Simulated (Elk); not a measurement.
# Does Al4V carry moments in Elk?

Aim: find out whether Al4V carries moments when they start parallel, and what they gain.

Method: PBE; all-electron APW+lo, Dirac cores, scalar-relativistic bands, in Elk 11.2.3 (patched build).

## Step 1: The starting structure

Symmetry: Im-3m, No. 229, cubic system. Conventional cell: a = 5.635 Å, b = 5.635 Å, c = 5.635 Å, α = 90.00°, β = 90.00°, γ = 90.00°. V has 8 Al at 2.44 Å nearest. Nearest to Al lie 2 V at 2.44 Å. invented: MnGa4 (Im-3m) with V for Mn, Al for Ga. Farther neighbours are not listed.

As a file:

```cif
data_structure
_symmetry_space_group_name_H-M 'P 1'
_symmetry_Int_Tables_number 1
_cell_length_a 4.8798
_cell_length_b 4.8798
_cell_length_c 4.8798
_cell_angle_alpha 109.471
_cell_angle_beta 109.471
_cell_angle_gamma 109.471
_cell_volume 89.45
loop_
_atom_site_label
_atom_site_type_symbol
_atom_site_fract_x
_atom_site_fract_y
_atom_site_fract_z
_atom_site_occupancy
V1 V 0.00000 0.00000 0.00000 1
Al2 Al 0.00000 0.00000 0.50000 1
Al3 Al 0.00000 0.50000 0.00000 1
Al4 Al 0.50000 0.00000 0.00000 1
Al5 Al 0.50000 0.50000 0.50000 1
```

The cell is a made-up one and need not be a known phase.

## Step 2: Run 1 (ferro +)

The parallel start comes first: it fits the smallest cell, keeps the most symmetry and shows whether parallel moments form.

Moments are seeded by fields in the spheres (the last three columns under atoms), set against the wanted direction and reduced each loop.

The input, elk.in:

```
tasks
  0
  33
  73

xctype
  20

rgkmax
  7.0

nempty
  14

swidth
  0.003

reducebf
  0.5

epsengy
  1e-05

maxscl
  100

lmaxi
  2

spinpol
  .true.

sppath
  './'

avec
  -5.32402178694 5.32402178694 5.32402178694
  5.32402178694 -5.32402178694 5.32402178694
  5.32402178694 5.32402178694 -5.32402178694

atoms
  2
  'V.in'
  1
  0.0000000000 0.0000000000 0.0000000000   0.000000 0.000000 -0.075000
  'Al.in'
  4
  0.0000000000 0.0000000000 0.5000000000   0.000000 0.000000 0.000000
  0.0000000000 0.5000000000 0.0000000000   0.000000 0.000000 0.000000
  0.5000000000 0.0000000000 0.0000000000   0.000000 0.000000 0.000000
  0.5000000000 0.5000000000 0.5000000000   0.000000 0.000000 0.000000

ngridk
  6 6 6

plot3d
  0 0 0
  1 0 0
  0 1 0
  0 0 1
  25 25 25
```

Launch:

```console
$ OMP_NUM_THREADS=2 elk
```

Numbers of over 12 decimals in the logs are rounded to 6 here.

The program printed:

```text
Warning(gndstate): core states of species 2 leak from the muffin-tin :   0.5267065309E-03

--- INFO.OUT ---
┌─────────────────────────┐
│ Elk code version 11.2.3 │
└─────────────────────────┘

All units are atomic (Hartree, Bohr, etc.)

┌─────────────────────────────────────────────────┐
│ Ground-state run starting from atomic densities │
└─────────────────────────────────────────────────┘

Lattice vectors :
  -5.324021787       5.324021787       5.324021787
   5.324021787      -5.324021787       5.324021787
   5.324021787       5.324021787      -5.324021787

Reciprocal lattice vectors :
  0.1439739196E-16  0.5900788500      0.5900788500
  0.5900788500      0.1439739196E-16  0.5900788500
  0.5900788500      0.5900788500      0.1439739196E-16

Unit cell volume      :    603.6420195
Brillouin zone volume :   0.4109227082

Muffin-tin inner radius fraction :   0.1000000000E-01

Nuclei treated as point charges

Species : 1 (V)
 parameters loaded from : V.in
 name : vanadium
 nuclear charge    :   -23.00000000
 electronic charge :    23.00000000
 atomic mass :    92860.67382
 muffin-tin radius :    2.379515540
 number of radial points in muffin-tin :    993
 inner part over the whole radius :   0.9945399312E-02
 number on inner part of muffin-tin    :    699
 approximate nuclear radius :   0.6897515165E-04
 number of mesh points to nuclear radius :    327
 atomic positions (lattice), magnetic fields (Cartesian) :
  1 :   0.00000000  0.00000000  0.00000000    0.00000000  0.00000000 -0.07500000

Species : 2 (Al)
 parameters loaded from : Al.in
 name : aluminium
 nuclear charge    :   -13.00000000
 electronic charge :    13.00000000
 atomic mass :    49184.33496
 muffin-tin radius :    2.181222578
 number of radial points in muffin-tin :    793
 inner part over the whole radius :   0.9846845491E-02
 number on inner part of muffin-tin    :    552
 approximate nuclear radius :   0.5839653600E-04
 number of mesh points to nuclear radius :    244
 atomic positions (lattice), magnetic fields (Cartesian) :
  1 :   0.00000000  0.00000000  0.50000000    0.00000000  0.00000000  0.00000000
  2 :   0.00000000  0.50000000  0.00000000    0.00000000  0.00000000  0.00000000
  3 :   0.50000000  0.00000000  0.00000000    0.00000000  0.00000000  0.00000000
  4 :   0.50000000  0.50000000  0.50000000    0.00000000  0.00000000  0.00000000

Total number of atoms per unit cell :    5
Total muffin-tin volume :    230.3153114
 ratio of muffin-tin to unit cell volume :   0.3815428746

Spin treatment :
 spin-polarised
 global magnetic field (Cartesian) :    0.000000000       0.000000000       0.000000000
 collinear magnetisation in z-direction

Number of Bravais lattice symmetries :   48
Number of crystal symmetries         :   48
Crystal has inversion symmetry
Real symmetric eigensolver will be used

k-point grid :      6     6     6
k-point offset :    0.000000000       0.000000000       0.000000000
k-point set is reduced with full crystal symmetry group
Total number of k-points :       16

Muffin-tin radius times maximum |G+k| :    7.000000000
 using average radius
Maximum |G+k| for APW functions       :    3.151902089
Maximum (1/2)|G+k|²                   :    4.967243389
Maximum |G| for potential and density :    12.00000000
Constant for pseudocharge density :    7
 order of it for each species :   14  14
 order of it for pair densities of each species (exact exchange by exxq0 0: 14) :   11   9
Radial integration step length :    1

G-vector grid sizes :     36    36    36
Number of G-vectors :    17549

Maximum angular momentum used for
 APW functions            :    8
 outer part of muffin-tin :    6
 inner part of muffin-tin :    2

Total nuclear charge    :   -75.00000000
Total core charge       :    26.00000000
Total valence charge    :    49.00000000
Total excess charge     :    0.000000000
Total electronic charge :    75.00000000

Effective Wigner radius, rₛ :    1.243206285

Number of empty states         :     70
Total number of valence states :    190
Total number of core states    :     26

Third-order local-orbitals added for an l without core states : T
Total number of local-orbitals :     58

Exchange-correlation functional :     20     0     0
 Perdew-Burke-Ernzerhof, Phys. Rev. Lett. 77, 3865 (1996)
 gradient requirement :    1
 generalised gradient approximation (GGA)

Smearing type :    3
 Fermi-Dirac
Smearing width :   0.3000000000E-02
Effective electronic temperature (K) :    947.3250744

Mixing type :    3
 Broyden mixing, J. Phys. A: Math. Gen. 17, L317 (1984)

Kohn-Sham potential initialised from atomic data

┌──────────────────────────────┐
│ Self-consistent loop started │
└──────────────────────────────┘

┌─────────────────┐
│ Loop number : 1 │
└─────────────────┘

Energies :
 Fermi                       :     0.99870190327699E-01
 sum of occupied eigenvalues :     -1079.9770035010
 electron kinetic            :      1939.0156509829
 core electron kinetic       :      1599.5775204119
 Coulomb                     :     -3738.4832559298
 Coulomb potential           :     -2836.6644536947
 nuclear-nuclear             :     -315.56482987331
 electron-nuclear            :     -4017.6694566443
 Hartree                     :      594.75103058784
 Madelung                    :     -2320.1510290824
 xc potential                :     -182.28143178735
 xc effective B-field        :    -0.26034208277185E-01
 external B-field            :      0.000000
 exchange                    :     -117.98605532424
 correlation                 :     -3.056891
 electron entropic           :    -0.39178592814797E-02
 total energy                :     -1920.5144692778
 (external B-field energy excluded from total)

Density of states at Fermi energy :    138.0822106
 (states/Hartree/unit cell)

Estimated indirect band gap :   0.1757704639E-02
 from k-point 9 to k-point 9
Estimated direct band gap   :   0.1757704639E-02
 at k-point 9

Charges :
 core                        :    26.00000000
 valence                     :    49.00000000
 interstitial                :    6.880245861
 muffin-tins (core leakage)
  species : 1 (V)
   atom 1                    :    23.77504747     ( -0.2216580466E-06)
  species : 2 (Al)
   atom 1                    :    11.08617667     (  0.5419637525E-03)
   atom 2                    :    11.08617667     (  0.5419637525E-03)
   atom 3                    :    11.08617667     (  0.5419637525E-03)
   atom 4                    :    11.08617667     (  0.5419637525E-03)
 total in muffin-tins        :    68.11975414
 total calculated charge     :    74.99772943
 total charge                :    75.00000000
 error                       :   0.2270569850E-02

Moments :
 interstitial                :  -0.7850874175E-01
 muffin-tins
  species : 1 (V)
   atom 1                    :    1.178966348
  species : 2 (Al)
   atom 1                    :  -0.3298914591E-01
   atom 2                    :  -0.3298914591E-01
   atom 3                    :  -0.3298914591E-01
   atom 4                    :  -0.3298914591E-01
 total in muffin-tins        :    1.047009764
 total moment                :   0.9685010221

┌─────────────────┐
│ Loop number : 2 │
└─────────────────┘

Energies :
 Fermi                       :     0.103550
 sum of occupied eigenvalues :     -1079.7433868946
 electron kinetic            :      1939.5205333306
 core electron kinetic       :      1600.2984415673
 Coulomb                     :     -3737.9775762380
 Coulomb potential           :     -2838.2080842576
 nuclear-nuclear             :     -315.56482987331
 electron-nuclear            :     -4015.0876456519
 Hartree                     :      592.67489928724
 Madelung                    :     -2318.8735341092
 xc potential                :     -181.00900561884
 xc effective B-field        :    -0.26733314220887E-01
 external B-field            :      0.000000
 exchange                    :     -117.88474586013
 correlation                 :     -3.055893
 electron entropic           :    -0.38156068140059E-02
 total energy                :     -1919.4014975574
 (external B-field energy excluded from total)

Density of states at Fermi energy :    132.2159558
 (states/Hartree/unit cell)

Estimated indirect band gap :   0.1920787322E-02
 from k-point 2 to k-point 9
Estimated direct band gap   :   0.2506415749E-02
 at k-point 9

Charges :
 core                        :    26.00000000
 valence                     :    49.00000000
 interstitial                :    6.976987449
 muffin-tins (core leakage)
  species : 1 (V)
   atom 1                    :    23.61205339     ( -0.2216575492E-06)
  species : 2 (Al)
   atom 1                    :    11.10273979     (  0.5415955909E-03)
   atom 2                    :    11.10273979     (  0.5415955909E-03)
   atom 3                    :    11.10273979     (  0.5415955909E-03)
   atom 4                    :    11.10273979     (  0.5415955909E-03)
 total in muffin-tins        :    68.02301255
 total calculated charge     :    74.99773865
 total charge                :    75.00000000
 error                       :   0.2261351961E-02

Moments :
 interstitial                :  -0.7424157025E-01
 muffin-tins
  species : 1 (V)
   atom 1                    :    1.190166603
  species : 2 (Al)
   atom 1                    :  -0.3341531558E-01
   atom 2                    :  -0.3341531558E-01
   atom 3                    :  -0.3341531558E-01
   atom 4                    :  -0.3341531558E-01
 total in muffin-tins        :    1.056505341
 total moment                :   0.9822637709

RMS change in Kohn-Sham potential (target) :    2.780073912     (  0.1000000000E-05)
Absolute change in total energy (target)   :    1.112971720     (  0.1000000000E-04)

[... loops 3 to 20 left out ...]

┌──────────────────┐
│ Loop number : 21 │
└──────────────────┘

Energies :
 Fermi                       :     0.198200
 sum of occupied eigenvalues :     -1074.4150977527
 electron kinetic            :      1933.0707066679
 core electron kinetic       :      1599.4139201862
 Coulomb                     :     -3733.5858473045
 Coulomb potential           :     -2852.2699350074
 nuclear-nuclear             :     -315.56482987331
 electron-nuclear            :     -3991.9787891217
 Hartree                     :      573.95777169053
 Madelung                    :     -2307.4508798008
 xc potential                :     -155.20684782536
 xc effective B-field        :    -0.90217105328795E-02
 external B-field            :      0.000000
 exchange                    :     -116.99972366379
 correlation                 :     -3.051888
 electron entropic           :    -0.38792316634677E-02
 total energy                :     -1920.5706312117
 (external B-field energy excluded from total)

Density of states at Fermi energy :    130.6315506
 (states/Hartree/unit cell)

Estimated indirect band gap :   0.1150007289E-02
 from k-point 4 to k-point 10
Estimated direct band gap   :   0.2391593691E-02
 at k-point 3

Charges :
 core                        :    26.00000000
 valence                     :    49.00000000
 interstitial                :    8.012591279
 muffin-tins (core leakage)
  species : 1 (V)
   atom 1                    :    21.93739575     ( -0.2216608248E-06)
  species : 2 (Al)
   atom 1                    :    11.26250324     (  0.5267065107E-03)
   atom 2                    :    11.26250324     (  0.5267065107E-03)
   atom 3                    :    11.26250324     (  0.5267065107E-03)
   atom 4                    :    11.26250324     (  0.5267065107E-03)
 total in muffin-tins        :    66.98740872
 total calculated charge     :    74.99783776
 total charge                :    75.00000000
 error                       :   0.2162238820E-02

Moments :
 interstitial                :   0.1945054097
 muffin-tins
  species : 1 (V)
   atom 1                    :   0.6400803067
  species : 2 (Al)
   atom 1                    :   0.1645080643E-01
   atom 2                    :   0.1645080643E-01
   atom 3                    :   0.1645080643E-01
   atom 4                    :   0.1645080643E-01
 total in muffin-tins        :   0.7058835324
 total moment                :   0.9003889421

RMS change in Kohn-Sham potential (target) :   0.1999808242E-06 (  0.1000000000E-05)
Absolute change in total energy (target)   :   0.3325346825E-06 (  0.1000000000E-04)

Convergence targets achieved

┌──────────────────┐
│ Loop number : 22 │
└──────────────────┘

Energies :
 Fermi                       :     0.198199
 sum of occupied eigenvalues :     -1074.4150966278
 electron kinetic            :      1933.0707107299
 core electron kinetic       :      1599.4139188467
 Coulomb                     :     -3733.5858532515
 Coulomb potential           :     -2852.2699258454
 nuclear-nuclear             :     -315.56482987331
 electron-nuclear            :     -3991.9788103141
 Hartree                     :      573.95778693591
 Madelung                    :     -2307.4508903288
 xc potential                :     -155.20686029988
 xc effective B-field        :    -0.90212486873101E-02
 external B-field            :      0.000000
 exchange                    :     -116.99972416336
 correlation                 :     -3.051888
 electron entropic           :    -0.38792735192239E-02
 total energy                :     -1920.5706336743
 (external B-field energy excluded from total)

Density of states at Fermi energy :    130.6325449
 (states/Hartree/unit cell)

Estimated indirect band gap :   0.1150584354E-02
 from k-point 4 to k-point 10
Estimated direct band gap   :   0.2391762699E-02
 at k-point 3

Charges :
 core                        :    26.00000000
 valence                     :    49.00000000
 interstitial                :    8.012590252
 muffin-tins (core leakage)
  species : 1 (V)
   atom 1                    :    21.93739691     ( -0.2216608870E-06)
  species : 2 (Al)
   atom 1                    :    11.26250321     (  0.5267065309E-03)
   atom 2                    :    11.26250321     (  0.5267065309E-03)
   atom 3                    :    11.26250321     (  0.5267065309E-03)
   atom 4                    :    11.26250321     (  0.5267065309E-03)
 total in muffin-tins        :    66.98740975
 total calculated charge     :    74.99783776
 total charge                :    75.00000000
 error                       :   0.2162239120E-02

Moments :
 interstitial                :   0.1945093205
 muffin-tins
  species : 1 (V)
   atom 1                    :   0.6400633823
  species : 2 (Al)
   atom 1                    :   0.1645124969E-01
   atom 2                    :   0.1645124969E-01
   atom 3                    :   0.1645124969E-01
   atom 4                    :   0.1645124969E-01
 total in muffin-tins        :   0.7058683811
 total moment                :   0.9003777016

┌──────────────────────────────┐
│ Self-consistent loop stopped │
└──────────────────────────────┘

Warning : core states of species 2 leak from the muffin-tin :   0.5267065309E-03

Wrote STATE.OUT
```

Elapsed: 3.1 min, on 2 threads of Arm Neoverse V1, shared host; peak memory 0.24 GiB; 6.2 min of CPU time.

Spin moment in the muffin-tin sphere by atom:

```csv
atom,spin moment in the muffin-tin sphere (μB)
V1,0.640
Al2,0.016
Al3,0.016
Al4,0.016
Al5,0.016
```

Numbers from this step:

- density of states at the Fermi level: 4.801 states/eV/cell
- moment between the spheres: 0.1945 μB
- magnetization: 0.9004 μB
- final state: ferromagnetic

After 22 cycles the largest moment stands at 0.640 μB.

(Continued in part 2 of 2.)

[Logs and program files are shortened in this print: banners, set-up blocks, solver, clock and traceback lines can be left out without a mark of their own.]

[Logs are printed without paths, hosts, clocks, repeated set-up lines and the standing remarks that a program may print on its own settings, such as how far it seeks lower states.]

[Hosts, paths, dates, database ids (printed as entryN), source tags and the programs' standing remarks are cut or masked in the printed files.]

[Where a cell is said to come from a database of computed structures, the database is the Materials Project.]
